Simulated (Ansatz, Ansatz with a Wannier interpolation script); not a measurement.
Rows from a G0W0 calculation on PtS2 (1T monolayer) (Ansatz 0.2.0; G0W0 on PBEsol, plane waves, PAW; 12×12×1 mesh, 494 empty bands, screening to 80 eV), in eV. Spin-orbit coupling is left out.

| row | Σx | Σc | Vxc | Z |
| --- | --- | --- | --- | --- |
| A | -20.48 | 2.11 | -17.97 | 0.71 |
| B | -16.30 | -2.75 | -19.72 | 0.73 |
| C | -21.29 | 2.42 | -18.46 | 0.71 |
| D | -15.29 | -2.98 | -18.96 | 0.73 |
| E | -16.55 | -3.08 | -20.35 | 0.72 |
| F | -16.17 | -3.33 | -20.23 | 0.70 |

Question: Which rows are filled states and which are empty ones, and how can one tell?

Filled: A and C. Empty: B, D, E and F. The sign of Σc tells: for a filled state bare exchange, which holds its interaction with itself, lies below Vxc (Σx − Vxc is -2.5 eV or lower here) and screening gives part back as a positive Σc. For an empty state Σx lies above Vxc (+3.4 eV or more) and the Coulomb hole leaves Σc negative.

[Runs of the session that timed out or met a known fault of the program may be left out.]

[Hosts, paths, dates, database ids (printed as entryN), source tags and the programs' standing remarks are cut or masked in the printed files.]
